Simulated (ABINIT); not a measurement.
# CsH (Pm-3m): G0W0 in ABINIT against the bands in the screening

How does the gap of CsH (Pm-3m) converge in the bands in the screening?

Method: LDA and many-body steps on it, plane waves, in ABINIT 10.8.3.

The raw output is cut from this account; settings, times and results stay.

**1. The starting structure**

The structure is cubic, space group Pm-3m (No. 221). The conventional cell has a = 3.818 Å, b = 3.818 Å, c = 3.818 Å, α = 90.00°, β = 90.00°, γ = 90.00°. Nearest to Cs lie 8 H at 3.31 Å. H has 8 Cs at 3.31 Å nearest. Farther neighbours, and contacts between anions beyond the nearest, are not listed.

The cell and positions are those that the Materials Project relaxed with its own functionals (PBE, PBE+U or r2SCAN), kept fixed.

**2. Screening, 4×4×4 mesh, 13 bands, screening to 106.1 eV**

This step: ABINIT 10.8.3; RPA screening on LDA, plane waves, norm-conserving pseudopotentials.

The RPA dielectric matrix is built and inverted for each q.

Input file run.abi:

```
acell 3*1.0 Angstrom
rprim 
  3.818408540000 0.000000000000 0.000000000000
  0.000000000000 3.818408540000 0.000000000000
  0.000000000000 0.000000000000 3.818408540000
ntypat 2
znucl 55 1
natom 2
typat 1 2
xred 
  0.000000000000 0.000000000000 0.000000000000
  0.500000000000 0.500000000000 0.500000000000
pp_dirpath "pseudos"
pseudos "Cs.upf, H.upf"
ecut 31
ngkpt 4 4 4
nshiftk 1
shiftk 0 0 0
kptopt 1
chksymbreak 0
istwfk *1
occopt 1
irdwfk 1
optdriver 3
nband 13
ecuteps 3.9
inclvkb 2
awtr 1
symchi 1
indata_prefix "in"
outdata_prefix "out"
tmpdata_prefix "tmp"
```

The run is started by

```
> OMP_NUM_THREADS=1 mpirun -n 4 abinit run.abi > log
```

Run time: 2.6 s. Hardware: 4 MPI ranks of Arm Neoverse V2, shared host; peak memory 0.11 GiB; 10 s of CPU time.

Read from the output:

```yaml
eps_infinity_with_local_fields_on_this_mesh: 3.797
eps_infinity_without_local_fields_on_this_mesh: 4.282
plasma_frequency: 15.74 eV
plane_waves_in_the_screening_matrix: 147
```

Local fields lower ε∞ by 11 %. On a Γ-centred mesh this coarse the value itself is usually too large, while a short band sum pulls it down.

**3. 13 bands**

The self-energy is evaluated for the states that the input lists, and the quasiparticle equation is solved.

This step: G0W0 on LDA, plane waves, norm-conserving pseudopotentials.

run.abi: that of step 2 with these lines changed.

```diff
@@ -23,8 +23,19 @@
 irdwfk 1
-optdriver 3
-nband 13
+optdriver 4
+nband 27
+gwcalctyp 0
+ecutsigx 31
+symsigma 1
+nkptgw 3
+kptgw 
+  0.5000000000 0.5000000000 0.5000000000
+  0.5000000000 0.0000000000 0.0000000000
+  0.0000000000 0.0000000000 0.0000000000
+bdgw 
+  2 8
+  3 7
+  2 7
 ecuteps 3.9
-inclvkb 2
-awtr 1
-symchi 1
+irdscr 1
+ppmodel 1
 indata_prefix "in"
```

Elapsed: 3.7 s, on 4 MPI ranks; peak memory 0.58 GiB.

This step gave:

| Property | Result |
| --- | --- |
| G0W0 gap on the mesh | 4.249 eV |
| starting gap on the mesh | 2.297 eV |
| k of the valence top | 0.5, 0.5, 0.5 |
| k of the conduction bottom | 0.5, 0, 0 |
| Z at the valence top | 0.768 |
| Z at the conduction bottom | 0.832 |
| least direct G0W0 gap on the computed points | 4.392 eV |

The gap on the mesh goes from 2.30 eV to 4.25 eV, a correction of +1.95 eV.

**4. Screening, 4×4×4 mesh, 27 bands, screening to 106.1 eV**

This step: RPA screening on LDA, plane waves, norm-conserving pseudopotentials.

run.abi: that of step 3 with these lines changed.

```diff
@@ -23,19 +23,8 @@
 irdwfk 1
-optdriver 4
+optdriver 3
 nband 27
-gwcalctyp 0
-ecutsigx 31
-symsigma 1
-nkptgw 3
-kptgw 
-  0.5000000000 0.5000000000 0.5000000000
-  0.5000000000 0.0000000000 0.0000000000
-  0.0000000000 0.0000000000 0.0000000000
-bdgw 
-  2 8
-  3 7
-  2 7
 ecuteps 3.9
-irdscr 1
-ppmodel 1
+inclvkb 2
+awtr 1
+symchi 1
 indata_prefix "in"
```

Run time: 3.6 s. Hardware: 4 MPI ranks; peak memory 0.46 GiB.

This step gave:

```
ε∞ with local fields, on this mesh    : 3.824
ε∞ without local fields, on this mesh : 4.348
plasma frequency                      : 15.74 eV
plane waves in the screening matrix   : 147
```

**5. 27 bands**

This step: G0W0 on LDA, plane waves, norm-conserving pseudopotentials.

run.abi: that of step 4 with these lines changed.

```diff
@@ -23,8 +23,19 @@
 irdwfk 1
-optdriver 3
+optdriver 4
 nband 27
+gwcalctyp 0
+ecutsigx 31
+symsigma 1
+nkptgw 3
+kptgw 
+  0.5000000000 0.5000000000 0.5000000000
+  0.5000000000 0.0000000000 0.0000000000
+  0.0000000000 0.0000000000 0.0000000000
+bdgw 
+  2 8
+  3 7
+  2 7
 ecuteps 3.9
-inclvkb 2
-awtr 1
-symchi 1
+irdscr 1
+ppmodel 1
 indata_prefix "in"
```

Run time: 3.7 s. Hardware: 4 MPI ranks; peak memory 0.58 GiB.

Read from the output:

| Property | Result |
| --- | --- |
| G0W0 gap on the mesh | 4.237 eV |
| starting gap on the mesh | 2.297 eV |
| k of the valence top | 0.5, 0.5, 0.5 |
| k of the conduction bottom | 0.5, 0, 0 |
| Z at the valence top | 0.775 |
| Z at the conduction bottom | 0.83 |
| least direct G0W0 gap on the computed points | 4.37 eV |

Against the run before, the gap moves by −0.012 eV.

**6. Screening, 4×4×4 mesh, 57 bands, screening to 106.1 eV**

This step: RPA screening on LDA, plane waves, norm-conserving pseudopotentials.

run.abi: that of step 5 with these lines changed.

```diff
@@ -23,19 +23,8 @@
 irdwfk 1
-optdriver 4
-nband 27
-gwcalctyp 0
-ecutsigx 31
-symsigma 1
-nkptgw 3
-kptgw 
-  0.5000000000 0.5000000000 0.5000000000
-  0.5000000000 0.0000000000 0.0000000000
-  0.0000000000 0.0000000000 0.0000000000
-bdgw 
-  2 8
-  3 7
-  2 7
+optdriver 3
+nband 57
 ecuteps 3.9
-irdscr 1
-ppmodel 1
+inclvkb 2
+awtr 1
+symchi 1
 indata_prefix "in"
```

Run time: 5.5 s. Hardware: 4 MPI ranks; peak memory 0.55 GiB; 22 s of CPU time.

This step gave:

| Item | Value |
| --- | --- |
| ε∞ with local fields, on this mesh | 3.837 |
| ε∞ without local fields, on this mesh | 4.359 |
| plasma frequency | 15.74 eV |
| plane waves in the screening matrix | 147 |

**7. 57 bands**

This step: G0W0 on LDA, plane waves, norm-conserving pseudopotentials.

run.abi: that of step 6 with these lines changed.

```diff
@@ -23,8 +23,19 @@
 irdwfk 1
-optdriver 3
-nband 57
+optdriver 4
+nband 27
+gwcalctyp 0
+ecutsigx 31
+symsigma 1
+nkptgw 3
+kptgw 
+  0.5000000000 0.5000000000 0.5000000000
+  0.5000000000 0.0000000000 0.0000000000
+  0.0000000000 0.0000000000 0.0000000000
+bdgw 
+  2 8
+  3 7
+  2 7
 ecuteps 3.9
-inclvkb 2
-awtr 1
-symchi 1
+irdscr 1
+ppmodel 1
 indata_prefix "in"
```

The job ended after 3.7 s (4 MPI ranks; peak memory 0.58 GiB; 15 s of CPU time).

This step gave:

| Quantity | Value |
| --- | --- |
| G0W0 gap on the mesh | 4.256 eV |
| starting gap on the mesh | 2.297 eV |
| k of the valence top | 0.5, 0.5, 0.5 |
| k of the conduction bottom | 0.5, 0, 0 |
| least direct G0W0 gap on the computed points | 4.382 eV |

Against the run before, the gap moves by +0.019 eV.

**8. Side by side**

Times are wall times on 4 MPI ranks of Arm Neoverse V2, shared host, good to a factor of about two. A run's time includes the screening step that it read.

```
     run   mesh  bands  screening cutoff (eV)  DFT gap (eV)  gap on the mesh (eV)  direct (eV)  ε∞ used   time
13 bands  4×4×4     27                  106.1         2.297                 4.249        4.392     3.80  6.3 s
27 bands  4×4×4     27                  106.1         2.297                 4.237        4.370     3.82  7.4 s
57 bands  4×4×4     27                  106.1         2.297                 4.256        4.382     3.84  9.3 s
```

**9. Outcome**

| Property | Result |
| --- | --- |
| 13 bands | 4.249 eV |
| 27 bands | 4.237 eV |
| 57 bands | 4.256 eV |
| known limits | short of the basis limit; no spin-orbit coupling; coarse k mesh |

What this shows: The setting moved: bands in the screening. From 13 bands to 57 bands the gap moves by +0.01 eV. The last step still moves it by +0.019 eV. Bands and screening cutoff are coupled, so a series along one setting does not show full convergence. Where bands and cutoff are finite, the G0W0 gap stands short of the basis limit, usually by up to a few tenths of an eV; the mesh is an error of its own. The 4×4×4 mesh is coarse for this cell, which bears on the long-range parts of exchange and screening. The many-body steps are scalar-relativistic: spin-orbit coupling is not in them.

[Long decimals in the printed logs are rounded to 6 places.]

[Logs are printed without paths, hosts, clocks, repeated set-up lines and the standing remarks that a program may print on its own settings, such as how far it seeks lower states.]

[Paths, hosts, dates, memory and timing lines, banners, echoed tables and standing remarks are left out of the program output; an Ansatz launch command may be rebuilt from the run's recorded settings. Measured values are a selection of at most five: reports struck by readers or far from the other reports are left out. None is set beside runs whose start may be inverted or whose files or cutoffs have a known fault.]

[Runs of the session that timed out or met a known fault of the program may be left out.]

[Hosts, paths, dates, database ids (printed as entryN), source tags and the programs' standing remarks are cut or masked in the printed files.]

[G0W0 gaps are taken among the corrected bands and points alone; a level outside them can change the order at an edge.]

[Where Ansatz stands beside ABINIT at settings called matched, ABINIT's density can come from a denser mesh and the files from another edition; pairs whose starting gaps differed by over 0.03 eV were left out, so agreement reads better than it is.]
